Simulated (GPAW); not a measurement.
# Optical response of C

Wanted: where C starts to absorb, how strongly, and its refractive index.

Method: DFT, LDA, plane-wave PAW (GPAW data sets), scalar-relativistic, RPA, optical limit, in GPAW 26.7.0.

## Step 1: The structure

Symmetry: Fd-3m, No. 227, cubic system. The conventional cell has a = 3.567 Å, b = 3.567 Å, c = 3.567 Å, α = 90.00°, β = 90.00°, γ = 90.00°. Nearest to C lie 4 C at 1.54 Å.

## Step 2: Ground state

First the ground state: is it a metal or has it a gap?

This step: DFT, LDA, plane-wave PAW (GPAW data sets), scalar-relativistic, ground state (GPAW 26.7.0).

gs.py

```python
from ase import Atoms
from ase.dft.bandgap import bandgap
from gpaw import GPAW, PW, FermiDirac

atoms = Atoms(['C', 'C'],
              cell=[[0.000000000000, 1.783370000000, 1.783370000000],
                    [1.783370000000, 0.000000000000, 1.783370000000],
                    [1.783370000000, 1.783370000000, 0.000000000000]],
              scaled_positions=[[0.750000000000, 0.750000000000, 0.750000000000],
                                [0.500000000000, 0.500000000000, 0.500000000000]],
              pbc=[True, True, True])
atoms.calc = GPAW(mode=PW(500), xc='LDA', kpts={'size': (11, 11, 11), 'gamma': True},
                  occupations=FermiDirac(0.05), maxiter=150, txt='gs.txt')
print('energy (eV)', atoms.get_potential_energy())
print('Fermi level (eV)', atoms.calc.get_fermi_level())
print('valence electrons', atoms.calc.get_number_of_electrons())
print('gap (eV)', bandgap(atoms.calc, output=None)[0])
print('direct gap (eV)', bandgap(atoms.calc, direct=True, output=None)[0])
atoms.calc.write('gs.gpw')
```

Started as:

```bash
OMP_NUM_THREADS=1 python gs.py
```

Numbers of over 12 decimals in the logs are rounded to 6 here.

The log of the run:

```text
__  _  _
 | _ |_)|_||  |
 |__||  | ||/\| - 26.7.0

Versions:
  Python: 3.12.14
  ASE:    3.29.0
  Numpy:  2.5.5
  Scipy:  1.18.1
  Libxc:  7.0.0

Input parameters:
  mode=PW(ecut=500.0),
  kpts=MonkhorstPack(size=(11, 11, 11), gamma=True),
  maxiter=150,
  occupations=Occupations(name='fermi-dirac', width=0.05, fixmagmom=False),
  xc=XC(name='LDA')

Diagonalizing LCAO Hamiltonian
Converting LCAO to pw mode

          C
       C

Atoms  # Å, Bohr magnetons
|   | symbol |        x |        y |        z |    initial magnetic moments |
| 0 |      C | 2.675055 | 2.675055 | 2.675055 | ( 0.0000,  0.0000,  0.0000) |
| 1 |      C | 1.783370 | 1.783370 | 1.783370 | ( 0.0000,  0.0000,  0.0000) |

Unit cell  # Å
| periodic |        x |        y |        z |  lengths |    angles |
|      yes | 0.000000 | 1.783370 | 1.783370 | 2.522066 | 60.000000 |
|      yes | 1.783370 | 0.000000 | 1.783370 | 2.522066 | 60.000000 |
|      yes | 1.783370 | 1.783370 | 0.000000 | 2.522066 | 60.000000 |

Number of symmetries: 24
Symmetry operations  # r_c * U_cc + t_c -> r_c
|    | kind |            matrix            |
|  0 |  E   |  1, 0, 0,  0, 1, 0,  0, 0, 1 |
|  1 |  σ   |  1, 0, 0,  0, 0, 1,  0, 1, 0 |
|  2 |  σ   |  1, 0,-1,  0, 1,-1,  0, 0,-1 |
|  3 |  C3  |  1, 0,-1,  0, 0,-1,  0, 1,-1 |
|  4 |  C3  |  1,-1, 0,  0,-1, 1,  0,-1, 0 |
|  5 |  σ   |  1,-1, 0,  0,-1, 0,  0,-1, 1 |
|  6 |  σ   |  0, 1, 0,  1, 0, 0,  0, 0, 1 |
|  7 |  C3  |  0, 1, 0,  0, 0, 1,  1, 0, 0 |
|  8 |  C2  |  0, 1,-1,  1, 0,-1,  0, 0,-1 |
|  9 |  S4  |  0, 1,-1,  0, 0,-1,  1, 0,-1 |
| 10 |  C3  |  0, 0, 1,  1, 0, 0,  0, 1, 0 |
| 11 |  σ   |  0, 0, 1,  0, 1, 0,  1, 0, 0 |
| 12 |  S4  |  0, 0,-1,  1, 0,-1,  0, 1,-1 |
| 13 |  C3  |  0, 0,-1,  0, 1,-1,  1, 0,-1 |
| 14 |  S4  |  0,-1, 1,  1,-1, 0,  0,-1, 0 |
| 15 |  C2  |  0,-1, 1,  0,-1, 0,  1,-1, 0 |
| 16 |  C3  |  0,-1, 0,  1,-1, 0,  0,-1, 1 |
| 17 |  S4  |  0,-1, 0,  0,-1, 1,  1,-1, 0 |
| 18 |  S4  | -1, 1, 0, -1, 0, 1, -1, 0, 0 |
| 19 |  C3  | -1, 1, 0, -1, 0, 0, -1, 0, 1 |
| 20 |  C3  | -1, 0, 1, -1, 1, 0, -1, 0, 0 |
| 21 |  S4  | -1, 0, 1, -1, 0, 0, -1, 1, 0 |
| 22 |  σ   | -1, 0, 0, -1, 1, 0, -1, 0, 1 |
| 23 |  C2  | -1, 0, 0, -1, 0, 1, -1, 1, 0 |

BZ-sampling:
  Number of BZ points: 1331
  Number of IBZ points: 56

  Monkhorst-Pack size: [11, 11, 11]
  Monkhorst-Pack shift: [0, 0, 0]

K-points  # in reciprocal-cell coordinates
|     |                                coordinates |     weight |
|   0 | (  0.00000000,   0.00000000,   0.00000000) | 0.00075131 |
|   1 | (  0.09090909,   0.09090909,   0.00000000) | 0.00450789 |
|   2 | (  0.09090909,   0.09090909,   0.09090909) | 0.00601052 |
|   3 | (  0.18181818,   0.09090909,   0.09090909) | 0.00901578 |
|   4 | (  0.18181818,   0.18181818,   0.00000000) | 0.00450789 |
|   5 | (  0.18181818,   0.18181818,   0.09090909) | 0.01803156 |
|   6 | (  0.18181818,   0.18181818,   0.18181818) | 0.00601052 |
|   7 | (  0.27272727,   0.18181818,   0.09090909) | 0.01803156 |
|   8 | (  0.27272727,   0.18181818,   0.18181818) | 0.01803156 |
|   9 | (  0.27272727,   0.27272727,   0.00000000) | 0.00450789 |
| ... |                                            |            |
|  55 | (  0.45454545,   0.45454545,   0.45454545) | 0.00601052 |

Plane wave coefficients: 299
Cutoff: 500.0 eV

Spin-components: 1 (collinear spins)
Bands:           8
Projectors:      10
Spin-degeneracy: 2
Datatype:        complex128

Parallelization:
  kpt:    1
  domain: 1
  band:   1

Density:
  Valence electrons: 8.0
  Components: 1
  Grid points: [14 14 14]
  Charge: 0.0  # |e|

Potential:
  Grid points: [14 14 14]

species:
  C:
    name:    Carbon
    id:
    Z:       6.0
    valence: 4
    core:    2
    charge:  0.0  # [|e|]
    compensation charges:
      type: gauss
      rc: 0.20  # [Å]
      lmax: 2
    cutoffs:
      filter: 1.14  # [Å]
      core: 1.14  # [Å]
    projectors
    | kind |    occ | energy [eV] | rcut [Å] |
    |   2s |  2.000 |     -13.639 |    0.635 |
    |   2p |  2.000 |      -5.414 |    0.635 |
    |    s |        |      13.573 |    0.635 |
    |    p |        |      21.797 |    0.635 |
    |    d |        |       0.000 |    0.635 |

    Using partial waves for C as LCAO basis

Reference energy: -2037.605076  # eV

eigensolver:
  PPCG
  Converge bands: occupied
  niter=2

density mixing:
  MSR1-Mixer
  Pratt-step length: 0.05
  Maximum mixing coefficient: 0.75
  Old densities: 10
  SVD Regularization: 0.005
  Good broyden scale: 1.0
  Trust region scale: 1.0
  Backstep threshold: 4.0
  History deletion threshold: 6.0
  Fourier metric: weight=20.0, sigma=0.015

occupation numbers:
  Fermi-Dirac:
    width: 0.0500  # eV

poisson solver:
  ecut: 4000.0  # eV

xc functional:
  name: None

convergence criteria:
- Maximum [total energy] change in last 3 cyles: 0.0005 eV / valence electron
- Maximum integral of absolute [dens]ity change: 0.0001 electrons / valence electron
- Maximum integral of absolute [eigenst]ate change: 4e-08 eV^2 / valence electron
maximum number of iterations: 150

SCF iterations
|iter     |      energy | eigst |  dens |
|iter:   1||  -20.892923 | +0.06 |       |
|iter:   2||  -20.807263 | -2.62 | -0.79 |
|iter:   3||  -20.257681 | -1.35 | -0.82 |
|iter:   4||  -20.247793 | -2.53 | -1.50 |
|iter:   5||  -20.248227 | -4.48 | -2.23 |
|iter:   6||  -20.248233c| -6.68 | -3.40 |
|iter:   7||  -20.248234c| -8.27c| -4.04c|

Converged in 7 steps
SCF loop duration: 2.141 s (0.306 s/step)
Energy contributions relative to reference atoms: (reference = -2037.605076)

Energy contributions:
  Kinetic:          16.825443
  Coulomb:         -15.774563
  Zero:              0.022094
  External:          0.000000
  Xc:              -21.321208
  Entropy:           0.000000
  Spinorbit:         0.000000
  ----------------------------
  Free energy:     -20.248234
  Extrapolated:    -20.248234

dipole moment: (2.145958, 2.145958, 2.145958)  # |e|*Ang

Fermi level: 13.579
Eigenvalues  # (at kpt = [0.000, 0.000, 0.000])
| band index |      eig [eV] | occ [0-2] |
|          0 |        -9.518 |     2.000 |
|          1 |        11.810 |     2.000 |
|          2 |        11.810 |     2.000 |
|          3 |        11.810 |     2.000 |
|          4 |        17.356 |     0.000 |
|          5 |        17.356 |     0.000 |
|          6 |        17.356 |     0.000 |
|          7 |        25.356 |     0.000 |

Gap: 4.095 eV
Transition (v -> c):
  (s=0, k=0, n=3, [0.00, 0.00, 0.00]) -> (s=0, k=20, n=4, [0.36, 0.36, 0.00])
Direct/indirect transitions are different
Direct gap: 5.545 eV
Transition at: (s=0, k=0, n=3, [0.00, 0.00, 0.00])

--- standard output ---
energy (eV) -20.248234
Fermi level (eV) 13.579134
valence electrons 8.0
gap (eV) 4.095311
direct gap (eV) 5.545390
```

Run time: 4.3 s. Hardware: 1 thread of Arm Neoverse V2, shared host; peak memory 0.12 GiB.

Read-outs, printed or worked out from the files:

* energy: -20.25 eV
* Fermi energy: 13.58 eV
* gap on the k-mesh: 4.095 eV
* direct gap on the mesh: 5.545 eV
* electrons: 8

There is a gap, 4.10 eV on this mesh (points off the mesh can give less), so no carriers' term is needed.

## Step 3: Bands for the response

The response needs many more empty bands than the density does.

This step: DFT, LDA, plane-wave PAW (GPAW data sets), scalar-relativistic, bands at fixed density (GPAW 26.7.0).

nscf.py

```python
from ase.dft.bandgap import bandgap
from gpaw import GPAW, FermiDirac

calc = GPAW('gs.gpw').fixed_density(kpts={'size': (18, 18, 18), 'gamma': True}, nbands=19, convergence={'bands': 13},
                                    occupations=FermiDirac(0.001), txt='nscf.txt')
print('gap (eV)', bandgap(calc, output=None)[0])
print('direct gap (eV)', bandgap(calc, direct=True, output=None)[0])
print('top band over the Fermi level (eV)', min(calc.get_eigenvalues(kpt=k)[12] for k in range(len(calc.get_ibz_k_points()))) - calc.get_fermi_level())
calc.write('full.gpw', mode='all')
```

Started as:

```bash
OMP_NUM_THREADS=1 python nscf.py
```

The log of the run:

```text
Diagonalizing LCAO Hamiltonian
Converting LCAO to pw mode
convergence criteria:
- Maximum integral of absolute [eigenst]ate change: 4e-08 eV^2 / valence electron
maximum number of iterations: 150

SCF iterations
|iter     |      energy | eigst |  dens |
|iter:   1||             | +2.80 |       |
|iter:   2||             | +1.05 |       |
|iter:   3||             | -1.29 |       |
|iter:   4||             | -2.98 |       |
|iter:   5||             | -5.00 |       |
|iter:   6||             | -6.51 |       |
|iter:   7||             | -7.97c|       |
SCF steps: 7
  __  _  _
 | _ |_)|_||  |
 |__||  | ||/\| - 26.7.0

Versions:
  Python: 3.12.14
  ASE:    3.29.0
  Numpy:  2.5.5
  Scipy:  1.18.1
  Libxc:  7.0.0

Input parameters:
  mode=PW(ecut=500.0),
  convergence={'bands': 13},
  gpts=array([14, 14, 14]),
  kpts=MonkhorstPack(size=(18, 18, 18), gamma=True),
  maxiter=150,
  nbands=19,
  occupations=Occupations(name='fermi-dirac', width=0.001, fixmagmom=False),
  parallel={},
  xc=XC(name='LDA')

--- standard output ---
gap (eV) 4.112374
direct gap (eV) 5.545390
top band over the Fermi level (eV) 25.542984
```

The job ended after 15 s (1 thread; peak memory 0.15 GiB).

Numbers from this step:

* gap on the k-mesh: 4.112 eV

(Part 1 of 2 ends here.)

[Machine, clock and banner lines and Python warnings are left out of the logs.]

[Logs are printed without paths, hosts, clocks, repeated set-up lines and the standing remarks that a program may print on its own settings, such as how far it seeks lower states.]

[Hosts, paths, dates, database ids (printed as entryN), source tags and the programs' standing remarks are cut or masked in the printed files.]
